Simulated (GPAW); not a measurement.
# Ballistic transport through pyrazine between two Ir chains, from relaxation to T(E), part 2 of 3

Aim: the conductance of pyrazine between two Ir chains after relaxation, and whether geometry, basis or functional moves it most.

GPAW 26.7.0; GPAW LCAO, PAW setups; relaxation of the junction within the symmetry of its start, lead ends held (the session's first sound run).

So far, transmission at the Fermi level (one spin): step 3 (GPAW, dzp) 0.943.

## (4) GPAW, szp: basis = "szp(dzp)"

Level of this step: GPAW LCAO, PAW setups; Landauer transmission from Green's functions with principal layers (ASE), zero bias (GPAW).

One radial function a shell plus polarisation makes the matrices smaller; the question is what that costs.

The input, run.py:

```python
import json
import numpy as np
from ase import Atoms
from ase.transport.calculators import TransportCalculator
from gpaw import GPAW, FermiDirac
from gpaw.lcao.tools import get_lcao_hamiltonian
from scipy.linalg import eigh

# The junction with lead layers at both ends, along the third cell vector
device = Atoms(
    ['Ir', 'Ir', 'Ir', 'Ir', 'Ir', 'Ir', 'Ir', 'Ir', 'N', 'H', 'H', 'C', 'C', 'C', 'C', 'H', 'H', 'N', 'Ir', 'Ir', 'Ir', 'Ir', 'Ir', 'Ir', 'Ir', 'Ir'],
    positions=[
        [5.31574, 4.50000, 1.15000],
        [5.31574, 4.50000, 3.45000],
        [5.31574, 4.50000, 5.75000],
        [5.31574, 4.50000, 8.05000],
        [5.31574, 4.50000, 10.35000],
        [5.31574, 4.50000, 12.65000],
        [5.31574, 4.50000, 14.95000],
        [5.31574, 4.50000, 17.24690],
        [5.31574, 4.50000, 19.29347],
        [7.42637, 4.50000, 19.45715],
        [3.20510, 4.50000, 19.45715],
        [4.14791, 4.50000, 20.03524],
        [6.48356, 4.50000, 20.03524],
        [4.14791, 4.50000, 21.42041],
        [6.48356, 4.50000, 21.42041],
        [3.20510, 4.50001, 21.99850],
        [7.42637, 4.50000, 21.99850],
        [5.31574, 4.50000, 22.16218],
        [5.31574, 4.50000, 24.20875],
        [5.31574, 4.50000, 26.50565],
        [5.31574, 4.50000, 28.80565],
        [5.31574, 4.50000, 31.10565],
        [5.31574, 4.50000, 33.40565],
        [5.31574, 4.50000, 35.70565],
        [5.31574, 4.50000, 38.00565],
        [5.31574, 4.50000, 40.30565]],
    cell=[[10.63147, 0.0, 0.0], [0.0, 9.0, 0.0], [0.0, 0.0, 41.45565]],
    pbc=True)

# One principal layer of the lead: the first 5 atoms of the device
lead = Atoms(
    ['Ir', 'Ir', 'Ir', 'Ir', 'Ir'],
    positions=[
        [5.31574, 4.50000, 1.15000],
        [5.31574, 4.50000, 3.45000],
        [5.31574, 4.50000, 5.75000],
        [5.31574, 4.50000, 8.05000],
        [5.31574, 4.50000, 10.35000]],
    cell=[[10.63147, 0.0, 0.0], [0.0, 9.0, 0.0], [0.0, 0.0, 11.5]],
    pbc=True)

settings = dict(mode='lcao', basis='szp(dzp)', xc='PBE', h=0.18,
                occupations=FermiDirac(0.1), maxiter=250,
                mixer=dict(beta=0.1, nmaxold=8, weight=100.0),
                convergence=dict(density=0.0001))
energies = np.arange(-2, 2 + 1e-9, 0.025)
eta = 0.0001
n1, n2 = 1, 1
# k and -k transmit alike, so half of the mesh across the current serves
mesh = [(i, j) for i in range(n1) for j in range(n2) if (i, j) <= (-i % n1, -j % n2)]
weights = np.array([1 if (i, j) == (-i % n1, -j % n2) else 2 for i, j in mesh]) / (n1 * n2)


def ground_state(atoms, size, txt):
    atoms.calc = GPAW(kpts={'size': size, 'gamma': True}, symmetry={'tolerance': 1e-3}, txt=txt, **settings)
    atoms.get_potential_energy()
    return atoms.calc.get_fermi_level()


def blocks(atoms, fermi, points, nz, cells):
    """H - E_F S and S between cell 0 and the cells above it, at each point across the current."""
    kz = np.arange(nz) / nz
    calc = atoms.calc.fixed_density(kpts=[(*k, z) for k in points for z in kz], symmetry='off', txt=None)
    H, S = get_lcao_hamiltonian(calc)
    H = (H - fermi * S).reshape(len(H), len(points), nz, *S.shape[1:])
    S = S.reshape(H.shape[1:])
    phases = [np.exp(-2j * np.pi * kz * R) / nz for R in cells]
    return [(np.einsum('skzij,z->ksij', H, p), np.einsum('kzij,z->kij', S, p)) for p in phases]


def pair(a, b):
    return np.block([[a, b], [b.T.conj(), a]])


def count_channels(h, s, cells, nk=240):
    """Half the number of times that the lead's bands cross each energy, unfolded to its shortest repeat."""
    b = len(h) // cells
    bands = []
    for k in (np.arange(nk + 1) + 0.5) / nk:
        hk, sk = h[:b, :b].copy(), s[:b, :b].copy()
        for R in range(1, cells):
            phase, block = np.exp(2j * np.pi * k * R), slice(R * b, (R + 1) * b)
            hk += h[:b, block] * phase + (h[:b, block] * phase).T.conj()
            sk += s[:b, block] * phase + (s[:b, block] * phase).T.conj()
        w, u = eigh(sk)
        x = u[:, w > 1e-5] / w[w > 1e-5]**0.5  # drop near-dependent combinations
        bands.append(np.r_[eigh(x.T.conj() @ hk @ x, eigvals_only=True), [1e9] * (w <= 1e-5).sum()])
    below = np.array(bands)[:, :, None] < energies
    return (below[1:] != below[:-1]).sum((0, 1)) / 2


fermi_lead = ground_state(lead, (1, 1, 10), 'lead.txt')
fermi_device = ground_state(device, (1, 1, 2), 'device.txt')
T, channels, eigen, tail, misfit, shifts = [], [], [], 0.0, 0.0, []
for first in range(0, len(mesh), 164):
    points = [(i / n1, j / n2) for i, j in mesh[first:first + 164]]
    (H0k, S0k), (H1k, S1k), (H2k, _) = blocks(lead, fermi_lead, points, 5, range(3))
    [(Hk, Sk)] = blocks(device, fermi_device, points, 2, [0])
    tail = max(tail, abs(H2k).max())
    for H0, S0, H1, S1, H, S in zip(H0k, S0k, H1k, S1k, Hk, Sk):
        n = len(S0)
        # Shift the lead onto the potential of the device's first layer
        shift = ((H[:, 0, 0] - H0[:, 0, 0]) / S0[0, 0]).real.mean()
        shifts.append(shift)
        misfit = max(misfit, abs(H[:, :n, :n] - H0 - shift * S0).max())
        Tk, Ck, Ek = [], [], []
        for s in range(len(H)):
            t = s % len(H0)  # a lead without moments serves both spins
            h1, s1 = pair(H0[t] + shift * S0, H1[t] + shift * S1), pair(S0, S1)
            leads = dict(h1=h1, s1=s1, energies=energies, eta=eta, eta1=eta, eta2=eta)
            calc = TransportCalculator(h=H[s], s=S, eigenchannels=3, **leads)
            Tk.append(calc.get_transmission())
            Ek.append(np.sort(calc.eigenchannels_ne, axis=0)[::-1])
            Ck.append(count_channels(h1, s1, 10))
        T.append(Tk)
        channels.append(Ck)
        eigen.append(Ek)
T, channels = np.array(T), np.array(channels)
mean, open_channels = np.einsum('kse,k->se', T, weights), np.einsum('kse,k->se', channels, weights)

print(f'basis functions: device {len(S)}, principal layer {n}')
print(f'Fermi level: lead {fermi_lead:.4f} eV, device {fermi_device:.4f} eV; lead shifted by {np.mean(shifts):.4f} eV')
print(f'largest coupling past the next layer {tail:.2e} eV, largest misfit of the first layer {misfit:.3f} eV')
print('  E-E_F (eV)   ' + 'T (one spin)  channels')
for e, t, c in zip(energies, mean.T, open_channels.T):
    print(f'{e:10.3f}  ', *[f'{x:11.4e}' for x in t], *[f'{x:9.4f}' for x in c])

kT = 8.617333e-5 * 300
fine = np.linspace(energies[0], energies[-1], 4001)
both = np.exp(np.interp(fine, energies, np.log(np.maximum(mean.sum(0) * 2 / len(mean), 1e-30))))
fermi = lambda mu: 1 / (1 + np.exp(np.clip((fine - mu) / kT, -200, 200)))
slope = fermi(0) * (1 - fermi(0)) / kT
G = np.trapezoid(both * slope, fine) / 2
seebeck = -np.trapezoid(both * slope * fine, fine) / (2 * G * 300) * 1e6
print(f'conductance at 300 K: {G:.5g} G0 a cell; thermopower {seebeck:.4g} uV/K')
bias = [0.1, 0.2, 0.5, 1.0, 1.5, 2.0]
current = [38.74 * np.trapezoid(both * (fermi(V / 2) - fermi(-V / 2)), fine) for V in bias]
for V, I in zip(bias, current):
    print(f'current from the zero-bias T(E) at {V} V: {I:.5g} uA')
zero = abs(energies).argmin()
json.dump(dict(energies=energies.tolist(), T=mean.tolist(), channels=open_channels.tolist(), G=G, seebeck=seebeck,
               bias=bias, current=current, tail=tail, misfit=misfit, shift=np.mean(shifts), n_device=len(S), n_lead=n,
               fermi=[fermi_lead, fermi_device], energy=device.get_potential_energy(),
               moments=device.get_magnetic_moments().tolist(), mesh=mesh, weights=weights.tolist(),
               T_k=T[:, :, zero].tolist(), eigen=np.array(eigen[0]).tolist()), open('result.json', 'w'))
```

Launch:

```
> OMP_NUM_THREADS=1 OPENBLAS_NUM_THREADS=1 python run.py
```

The program printed:

```text
basis functions: device 310, principal layer 75
Fermi level: lead -3.8303 eV, device -3.6575 eV; lead shifted by -0.0218 eV
largest coupling past the next layer 1.48e-06 eV, largest misfit of the first layer 0.188 eV
  E-E_F (eV)   T (one spin)  [channel counts left out]
    -2.000    1.5893e-01
    -1.975    1.6261e-01
    -1.950    1.6632e-01
    -1.925    1.7007e-01
    -1.900    1.7389e-01
    -1.875    1.7785e-01
    -1.850    1.8199e-01
    -1.825    1.8637e-01
    -1.800    1.9102e-01
    -1.775    1.9598e-01
    -1.750    2.0127e-01
    -1.725    2.0689e-01
    -1.700    2.1286e-01
    -1.675    2.1916e-01
    -1.650    2.2581e-01
    -1.625    2.3277e-01
[...]
1.825    2.0374e-01
     1.850    1.9047e-01
     1.875    1.6971e-01
     1.900    1.3319e-01
     1.925    5.9322e-02
     1.950    2.0107e-03
     1.975    2.0814e-03
     2.000    2.1538e-03
conductance at 300 K: 1.0602 G0 a cell; thermopower 1.329 uV/K
current from the zero-bias T(E) at 0.1 V: 8.1996 uA
current from the zero-bias T(E) at 0.2 V: 16.338 uA
current from the zero-bias T(E) at 0.5 V: 40.127 uA
current from the zero-bias T(E) at 1.0 V: 76.335 uA
current from the zero-bias T(E) at 1.5 V: 106.39 uA
current from the zero-bias T(E) at 2.0 V: 130.08 uA
```

Run time: 4.1 min. Hardware: 1 thread of Arm Neoverse V1, shared host; peak memory 2.4 GiB.

This step gave:

```
conductance                                 : 1.060 G₀
largest misfit of the first principal layer : 0.1884 eV
shift that aligns the lead                  : -0.02181 eV
basis functions of the junction             : 310
basis functions of a principal layer        : 75
transmission at the Fermi level (one spin)  : 1.071
```

One spin. Transmission, zone mean against energy, zero at the Fermi level:

| energy (eV) | transmission, zone mean |
| --- | --- |
| -2.000 | 0.159 |
| -1.900 | 0.174 |
| -1.800 | 0.191 |
| -1.700 | 0.213 |
| -1.600 | 0.240 |
| -1.500 | 0.272 |
| -1.400 | 0.307 |
| -1.300 | 0.344 |
| -1.200 | 0.381 |
| -1.100 | 0.417 |
| -1.000 | 0.455 |
| -0.900 | 0.500 |
| -0.800 | 0.555 |
| -0.700 | 0.622 |
| -0.600 | 0.700 |
| -0.500 | 0.785 |
| -0.400 | 0.870 |
| -0.300 | 0.942 |
| -0.200 | 1.01 |
| -0.100 | 1.07 |
| 0.000 | 1.07 |
| 0.100 | 1.02 |
| 0.200 | 1.02 |
| 0.300 | 1.01 |
| 0.400 | 0.982 |
| 0.500 | 0.942 |
| 0.600 | 0.887 |
| 0.700 | 0.823 |
| 0.800 | 0.752 |
| 0.900 | 0.689 |
| 1.000 | 0.630 |
| 1.100 | 0.571 |
| 1.200 | 0.510 |
| 1.300 | 0.446 |
| 1.400 | 0.382 |
| 1.500 | 0.324 |
| 1.600 | 0.277 |
| 1.700 | 0.242 |
| 1.800 | 0.213 |
| 1.900 | 0.133 |
| 2.000 | 0.00215 |

Not self-consistent under bias; the bias window is split evenly. Table of current through one cell, from the zero-bias transmission by bias:

| bias (V) | current through one cell, from the zero-bias transmission (μA) |
| --- | --- |
| 0.100 | 8.20 |
| 0.200 | 16.3 |
| 0.500 | 40.1 |
| 1.000 | 76.3 |
| 1.500 | 106 |
| 2.000 | 130 |

The transmission of the three most open eigenchannels by energy, zero at the Fermi level:

| energy (eV) | channel 1 | channel 2 | channel 3 |
| --- | --- | --- | --- |
| -2.000 | 0.140 | 0.0172 | 0.00134 |
| -1.900 | 0.155 | 0.0171 | 0.00144 |
| -1.800 | 0.173 | 0.0158 | 0.00156 |
| -1.700 | 0.195 | 0.0150 | 0.00170 |
| -1.600 | 0.222 | 0.0149 | 0.00187 |
| -1.500 | 0.253 | 0.0151 | 0.00206 |
| -1.400 | 0.287 | 0.0155 | 0.00226 |
| -1.300 | 0.323 | 0.0160 | 0.00246 |
| -1.200 | 0.357 | 0.0179 | 0.00280 |
| -1.100 | 0.393 | 0.0179 | 0.00317 |
| -1.000 | 0.431 | 0.0176 | 0.00346 |
| -0.900 | 0.474 | 0.0184 | 0.00403 |
| -0.800 | 0.527 | 0.0190 | 0.00457 |
| -0.700 | 0.592 | 0.0197 | 0.00522 |
| -0.600 | 0.668 | 0.0201 | 0.00583 |
| -0.500 | 0.751 | 0.0204 | 0.00649 |
| -0.400 | 0.831 | 0.0212 | 0.00734 |
| -0.300 | 0.899 | 0.0221 | 0.00815 |
| -0.200 | 0.947 | 0.0276 | 0.0216 |
| -0.100 | 0.977 | 0.0363 | 0.0358 |
| 0.000 | 0.992 | 0.0348 | 0.0273 |
| 0.100 | 0.998 | 0.0165 | 0.00651 |
| 0.200 | 0.997 | 0.0135 | 0.00662 |
| 0.300 | 0.986 | 0.0111 | 0.00661 |
| 0.400 | 0.963 | 0.00951 | 0.00654 |
| 0.500 | 0.925 | 0.00810 | 0.00648 |
| 0.600 | 0.873 | 0.00649 | 0.00594 |
| 0.700 | 0.811 | 0.00658 | 0.00365 |
| 0.800 | 0.745 | 0.00674 | 1.3e-5 |
| 0.900 | 0.682 | 0.00692 | 1.3e-4 |
| 1.000 | 0.622 | 0.00706 | 2.5e-4 |
| 1.100 | 0.563 | 0.00711 | 3.8e-4 |
| 1.200 | 0.502 | 0.00703 | 5.1e-4 |
| 1.300 | 0.438 | 0.00685 | 6.6e-4 |
| 1.400 | 0.374 | 0.00662 | 8.2e-4 |
| 1.500 | 0.316 | 0.00643 | 9.9e-4 |
| 1.600 | 0.269 | 0.00628 | 0.00118 |
| 1.700 | 0.235 | 0.00607 | 0.00139 |
| 1.800 | 0.206 | 0.00533 | 0.00162 |
| 1.900 | 0.129 | 0.00239 | 0.00187 |
| 2.000 | 0.00215 | 2.1e-9 | 9.7e-11 |

The conductance, 1.06 G₀, lies 13 % above that of the dzp run.

## (5) GPAW, sz: basis = "sz(dzp)"

The minimal basis is the cheapest rung: no second zeta and no polarisation.

Changes to run.py since step 4:

```diff
@@ -53,3 +53,3 @@
 
-settings = dict(mode='lcao', basis='szp(dzp)', xc='PBE', h=0.18,
+settings = dict(mode='lcao', basis='sz(dzp)', xc='PBE', h=0.18,
                 occupations=FermiDirac(0.1), maxiter=250,
```

The program printed:

```text
basis functions: device 220, principal layer 60
Fermi level: lead -3.8392 eV, device -3.6779 eV; lead shifted by -0.0218 eV
largest coupling past the next layer 1.47e-06 eV, largest misfit of the first layer 0.080 eV
  E-E_F (eV)   T (one spin)  [channel counts left out]
    -2.000    1.5886e-01
    -1.975    1.6284e-01
    -1.950    1.6696e-01
[...]
1.975    7.8941e-04
     2.000    8.2627e-04
conductance at 300 K: 1.06 G0 a cell; thermopower 1.903 uV/K
current from the zero-bias T(E) at 0.1 V: 8.1989 uA
current from the zero-bias T(E) at 0.2 V: 16.338 uA
current from the zero-bias T(E) at 0.5 V: 40.193 uA
current from the zero-bias T(E) at 1.0 V: 76.834 uA
current from the zero-bias T(E) at 1.5 V: 107.38 uA
current from the zero-bias T(E) at 2.0 V: 131.49 uA
```

Elapsed: 2.9 min, on 1 thread; peak memory 2.3 GiB.

This step gave:

| Property | Result |
| --- | --- |
| largest coupling past the next principal layer | 1.47e-6 eV |
| largest misfit of the first principal layer | 0.08016 eV |
| shift that aligns the lead | -0.02180 eV |
| basis functions of the junction | 220 |
| basis functions of a principal layer | 60 |
| transmission at the Fermi level (one spin) | 1.069 |

The conductance, 1.06 G₀, lies 13 % above that of the dzp run.

## (6) LDA in the dzp basis: xc = "LDA"

Back in the dzp basis, the functional changes from PBE to LDA, to set the spread between functionals beside that between bases.

Changes to run.py since step 5:

```diff
@@ -53,3 +53,3 @@
 
-settings = dict(mode='lcao', basis='sz(dzp)', xc='PBE', h=0.18,
+settings = dict(mode='lcao', basis='dzp', xc='LDA', h=0.18,
                 occupations=FermiDirac(0.1), maxiter=250,
```

The program printed:

```text
basis functions: device 530, principal layer 135
Fermi level: lead -4.4082 eV, device -4.0859 eV; lead shifted by -0.0159 eV
largest coupling past the next layer 1.53e-06 eV, largest misfit of the first layer 0.161 eV
  E-E_F (eV)   T (one spin)  [channel counts left out]
    -2.000    1.5802e-01
    -1.975    1.6073e-01
    -1.950    1.6359e-01
[...]
1.975    1.4950e-03
     2.000    1.5601e-03
conductance at 300 K: 0.9393 G0 a cell; thermopower -0.1543 uV/K
current from the zero-bias T(E) at 0.1 V: 7.2664 uA
current from the zero-bias T(E) at 0.2 V: 14.483 uA
current from the zero-bias T(E) at 0.5 V: 35.55 uA
current from the zero-bias T(E) at 1.0 V: 68.024 uA
current from the zero-bias T(E) at 1.5 V: 97.576 uA
current from the zero-bias T(E) at 2.0 V: 124.15 uA
```

The job ended after 5.8 min (1 thread; peak memory 2.5 GiB).

This step gave:

| Quantity | Value |
| --- | --- |
| conductance | 0.9393 G₀ |
| largest coupling past the next principal layer | 1.53e-6 eV |
| largest misfit of the first principal layer | 0.1605 eV |
| shift that aligns the lead | -0.01592 eV |
| basis functions of the junction | 530 |
| basis functions of a principal layer | 135 |
| transmission at the Fermi level (one spin) | 0.9478 |

One spin. Transmission, zone mean against energy, zero at the Fermi level:

| energy (eV) | transmission, zone mean |
| --- | --- |
| -2.000 | 0.158 |
| -1.900 | 0.170 |
| -1.800 | 0.182 |
| -1.700 | 0.197 |
| -1.600 | 0.216 |
| -1.500 | 0.238 |
| -1.400 | 0.263 |
| -1.300 | 0.295 |
| -1.200 | 0.316 |
| -1.100 | 0.338 |
| -1.000 | 0.361 |
| -0.900 | 0.390 |
| -0.800 | 0.425 |
| -0.700 | 0.471 |
| -0.600 | 0.528 |
| -0.500 | 0.596 |
| -0.400 | 0.673 |
| -0.300 | 0.753 |
| -0.200 | 0.850 |
| -0.100 | 0.924 |
| 0.000 | 0.948 |
| 0.100 | 0.927 |
| 0.200 | 0.949 |
| 0.300 | 0.968 |
| 0.400 | 0.987 |
| 0.500 | 1.00 |
| 0.600 | 1.01 |
| 0.625 | 1.01 |
| 0.700 | 1.01 |
| 0.800 | 0.995 |
| 0.900 | 0.966 |
| 1.000 | 0.933 |
| 1.100 | 0.891 |
| 1.200 | 0.841 |
| 1.300 | 0.779 |
| 1.400 | 0.705 |
| 1.500 | 0.623 |
| 1.600 | 0.542 |
| 1.700 | 0.468 |
| 1.800 | 0.390 |
| 1.900 | 0.0865 |
| 2.000 | 0.00156 |

The conductance, 0.939 G₀, lies 0.4 % above that of the dzp run.

## (7) The structure as built: geometry = "as built"

The dzp basis with PBE on the structure as first built shows what the relaxation was worth.

Changes to run.py since step 6:

```diff
@@ -19,14 +19,14 @@
         [5.31574, 4.50000, 14.95000],
-        [5.31574, 4.50000, 17.24690],
-        [5.31574, 4.50000, 19.29347],
-        [7.42637, 4.50000, 19.45715],
-        [3.20510, 4.50000, 19.45715],
-        [4.14791, 4.50000, 20.03524],
-        [6.48356, 4.50000, 20.03524],
-        [4.14791, 4.50000, 21.42041],
-        [6.48356, 4.50000, 21.42041],
-        [3.20510, 4.50001, 21.99850],
-        [7.42637, 4.50000, 21.99850],
-        [5.31574, 4.50000, 22.16218],
-        [5.31574, 4.50000, 24.20875],
+        [5.31574, 4.50000, 17.25000],
+        [5.31574, 4.50000, 19.31000],
+        [7.38147, 4.50000, 19.46845],
+        [3.25000, 4.50000, 19.46845],
+        [4.17383, 4.50000, 20.03522],
+        [6.45764, 4.50000, 20.03522],
+        [4.17383, 4.50000, 21.42043],
+        [6.45764, 4.50000, 21.42043],
+        [3.25000, 4.50001, 21.98720],
+        [7.38147, 4.50000, 21.98720],
+        [5.31574, 4.50000, 22.14565],
+        [5.31574, 4.50000, 24.20565],
         [5.31574, 4.50000, 26.50565],
@@ -53,3 +53,3 @@
 
-settings = dict(mode='lcao', basis='dzp', xc='LDA', h=0.18,
+settings = dict(mode='lcao', basis='dzp', xc='PBE', h=0.18,
                 occupations=FermiDirac(0.1), maxiter=250,
```

The program printed:

```text
basis functions: device 530, principal layer 135
Fermi level: lead -4.1128 eV, device -3.7846 eV; lead shifted by -0.0166 eV
largest coupling past the next layer 1.48e-06 eV, largest misfit of the first layer 0.158 eV
  E-E_F (eV)   T (one spin)  [channel counts left out]
    -2.000    1.2990e-01
    -1.975    1.3226e-01
    -1.950    1.3476e-01
[...]
1.975    1.0823e-03
     2.000    1.1391e-03
conductance at 300 K: 0.86134 G0 a cell; thermopower -0.4309 uV/K
current from the zero-bias T(E) at 0.1 V: 6.6624 uA
current from the zero-bias T(E) at 0.2 V: 13.279 uA
current from the zero-bias T(E) at 0.5 V: 32.638 uA
current from the zero-bias T(E) at 1.0 V: 62.503 uA
current from the zero-bias T(E) at 1.5 V: 90.289 uA
current from the zero-bias T(E) at 2.0 V: 116 uA
```

Elapsed: 7.1 min, on 1 thread; peak memory 2.5 GiB.

Numbers from this step:

```yaml
conductance: 0.8613 G₀
largest_coupling_past_the_next_principal_layer: 1.48e-6 eV
largest_misfit_of_the_first_principal_layer: 0.1584 eV
shift_that_aligns_the_lead: -0.01663 eV
transmission_at_the_fermi_level_one_spin: 0.8687
```

The conductance, 0.861 G₀, lies 8.0 % below that of the dzp run.

## (8) All levels side by side

Times are for 1 thread of Arm Neoverse V1, shared host. Results by setting:

| no. | run | conductance (G₀) | time | memory (GiB) |
| --- | --- | --- | --- | --- |
| 1 | dzp | 0.9357 | 6.9 min | 2.5 |
| 2 | szp | 1.060 | 4.1 min | 2.4 |
| 3 | sz | 1.060 | 2.9 min | 2.3 |
| 4 | dzp LDA | 0.9393 | 5.8 min | 2.5 |
| 5 | asbuilt | 0.8613 | 7.1 min | 2.5 |

## (9) Comparison

The curves are compared point by point over the common energies.

This step: comparison of transmission and cost over codes, levels and geometry (GPAW 26.7.0).

Ladder, by row:

| step | code | T at the Fermi level (sum over the listed spins) | conductance (G0) | r.m.s. T(E) from the first | wall time (s) | peak memory (GiB) | threads |
| --- | --- | --- | --- | --- | --- | --- | --- |
| dzp | GPAW | 0.9425 | 0.9357 | 0 | 414.5 | 2.46 | 1 |
| szp | GPAW | 1.071 | 1.06 | 0.1725 | 245.8 | 2.37 | 1 |
| sz | GPAW | 1.069 | 1.06 | 0.1911 | 174.2 | 2.28 | 1 |
| dzp-LDA | GPAW | 0.9478 | 0.9393 | 0.008441 | 349.5 | 2.46 | 1 |
| asbuilt | GPAW | 0.8687 | 0.8613 | 0.05102 | 426.6 | 2.46 | 1 |

Table of transmission, zone mean, sum over the listed spins by energy, zero at the Fermi level:

| energy (eV) | dzp | szp | sz | dzp-LDA | asbuilt |
| --- | --- | --- | --- | --- | --- |
| -2.000 | 0.153 | 0.159 | 0.159 | 0.158 | 0.130 |
| -1.800 | 0.177 | 0.191 | 0.196 | 0.182 | 0.151 |
| -1.600 | 0.211 | 0.240 | 0.253 | 0.216 | 0.178 |
| -1.400 | 0.258 | 0.307 | 0.327 | 0.263 | 0.218 |
| -1.200 | 0.311 | 0.381 | 0.409 | 0.316 | 0.264 |
| -1.000 | 0.358 | 0.455 | 0.497 | 0.361 | 0.303 |
| -0.800 | 0.424 | 0.555 | 0.617 | 0.425 | 0.358 |
| -0.600 | 0.527 | 0.700 | 0.777 | 0.528 | 0.448 |
| -0.400 | 0.673 | 0.870 | 0.936 | 0.673 | 0.582 |
| -0.200 | 0.851 | 1.01 | 1.04 | 0.850 | 0.765 |
| -0.125 | 0.913 | 1.06 | 1.08 | 0.918 | 0.835 |
| 0.000 | 0.943 | 1.07 | 1.07 | 0.948 | 0.869 |
| 0.200 | 0.955 | 1.02 | 0.999 | 0.949 | 0.890 |
| 0.400 | 0.992 | 0.982 | 0.941 | 0.987 | 0.944 |
| 0.600 | 1.01 | 0.887 | 0.837 | 1.01 | 0.996 |
| 0.625 | 1.01 | 0.872 | 0.822 | 1.01 | 1.00 |
| 0.800 | 0.990 | 0.752 | 0.713 | 0.995 | 1.01 |
| 1.000 | 0.921 | 0.630 | 0.609 | 0.933 | 0.960 |
| 1.200 | 0.825 | 0.510 | 0.510 | 0.841 | 0.869 |
| 1.400 | 0.694 | 0.382 | 0.397 | 0.705 | 0.726 |
| 1.600 | 0.539 | 0.277 | 0.297 | 0.542 | 0.549 |
| 1.800 | 0.387 | 0.213 | 0.231 | 0.390 | 0.374 |
| 2.000 | 0.00189 | 0.00215 | 8.3e-4 | 0.00156 | 0.00114 |

[end of part 2 of 3]

[Logs are printed without paths, hosts, clocks, repeated set-up lines and the standing remarks that a program may print on its own settings, such as how far it seeks lower states.]

[Hosts, paths, dates, database ids (printed as entryN), source tags and the programs' standing remarks are cut or masked in the printed files.]
